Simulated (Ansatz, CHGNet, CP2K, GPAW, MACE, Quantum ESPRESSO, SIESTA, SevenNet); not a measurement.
**Other levels on random packing of Al88Ni5Y8 (at. %) (105 atoms)**

Density of this cell: 2.98 g/cm³. The cell holds 105 atoms: 92 Al, 5 Ni and 8 Y. Its edges and angles: a = 12.476 Å, b = 12.476 Å, c = 12.476 Å, α = 90.0°, β = 90.0°, γ = 90.0°. 105 atoms (92 Al, 5 Ni, 8 Y) packed at random in a cube at 2.98 g/cm³ and pushed apart as soft spheres; a start for melting by ab initio MD, not an equilibrated structure. Then every atom was moved at random, 0.03 Å r.m.s. a Cartesian component.

Geometry: as built.

The reference, a calculation:

| Quantity | Value |
| --- | --- |
| method | Kohn-Sham DFT, PBE, PAW, plane waves (Ansatz 0.2.0); cutoff 420 eV, Γ point, fermi-dirac smearing of 0.05 eV, spin polarised, started with 5 parallel moments, ending at 0.0 μB in the cell; PAW set soft_2 |
| r.m.s. force component | 1.357 eV/Å |
| longest force | 5.31 eV/Å |
| pressure | 15.46 GPa |
| SCF cycles | 30 |
| time | 2.1 min on 4 threads of Arm Neoverse V1, shared host |
| CPU time | 8.1 min |

Q: Estimate the differences from the reference, the CPU time and the memory of each run.
- MACE MP-0b3 medium potential (MACE MP-0b3 medium; 1 thread)
- QE PBE, sssp-1.3.0-efficiency, 60/480 Ry (Quantum ESPRESSO 7.5; 4 MPI ranks)
- CHGNet r2SCAN potential (CHGNet r2SCAN; 1 thread)
- CP2K PBE, SZV-MOLOPT-SR, 800/50 Ry, diagonalisation (CP2K 2026.2; 2 threads)
- CP2K PBE, DZVP-MOLOPT-SR, 800/50 Ry, diagonalisation (CP2K 2026.2; 2 threads)
- SevenNet l3i5 potential (SevenNet l3i5; 1 thread)

Differences are against the plane-wave reference, forces as r.m.s. over components; share is that over the reference's r.m.s. force, slope the least-squares factor from reference forces to these. Total energies of different programs have different zeros and aren't compared.

| run | Δ force, r.m.s. (meV/Å) | share (%) | slope | Δ pressure (GPa) | cores | CPU time | memory (GiB) |
| --- | --- | --- | --- | --- | --- | --- | --- |
| reference | - | - | - | - | 4 | 8.1 min | 3.8 |
| MACE MP-0b3 medium potential | 262 | 19.3 | 1.089 | 0.704 | 1 | 9 s | 1.0 |
| QE PBE, sssp-1.3.0-efficiency, 60/480 Ry | 6.88 | 0.507 | 1.004 | 0.0876 | 4 | 1.7 h | 11 |
| CHGNet r2SCAN potential | 278 | 20.5 | 0.954 | -4.55 | 1 | 4.4 s | 1.0 |
| CP2K PBE, SZV-MOLOPT-SR, 800/50 Ry, diagonalisation (coarse) | 323 | 23.8 | 1.038 | 5.87 | 2 | 15 min | 13 |
| CP2K PBE, DZVP-MOLOPT-SR, 800/50 Ry, diagonalisation | 30.2 | 2.23 | 0.992 | -0.274 | 2 | 31 min | 13 |
| SevenNet l3i5 potential | 250 | 18.4 | 1.036 | 0.223 | 1 | 11 s | 1.4 |

Rows marked coarse were listed beforehand as settings not expected to be converged; some can still land near the reference.

Times of the machine-learned potentials are mostly Python's start and the loading of weights.

CPU time is summed over cores on a shared host, where runs went side by side, so it is rough. Symmetry, cutoffs, thresholds, outputs and thread counts weren't matched or tuned between programs; memory under MPI is the largest rank's times the ranks.

PBE on plane waves or a grid with other potentials, cutoffs or grids, coarse settings apart, differs from the reference by 0.51 % (QE PBE, sssp-1.3.0-efficiency, 60/480 Ry) of the r.m.s. force; this holds the reference's own error, so differences of a few per cent don't tell which side is nearer the exact PBE result (QE's 60 Ry are 816 eV, against the reference's 420 eV). The PBE run in local orbitals, coarse settings apart, differs by 2.2 % (CP2K PBE, DZVP-MOLOPT-SR, 800/50 Ry, diagonalisation); basis, grid and potentials can all enter. Machine-learned potentials differ by 18 % (SevenNet l3i5 potential) to 21 % (CHGNet r2SCAN potential); they were trained on other programs' data, some at another functional. Runs with settings chosen to be coarse differ by 24 % (CP2K PBE, SZV-MOLOPT-SR, 800/50 Ry, diagonalisation), their programs' other errors included. Machine-learned potentials mimic data converged in k, so the reference's own k-point error enters their differences. The run was spin polarised, started with 5 parallel moments, ending at 0.0 μB in the cell; the starting moments vanished. The electronic-structure runs sample only Γ, in a cell whose shortest periodic width is 12 Å, which is coarse for a cell with partly filled levels.

[Hosts, paths, dates, database ids (printed as entryN), source tags and the programs' standing remarks are cut or masked in the printed files.]
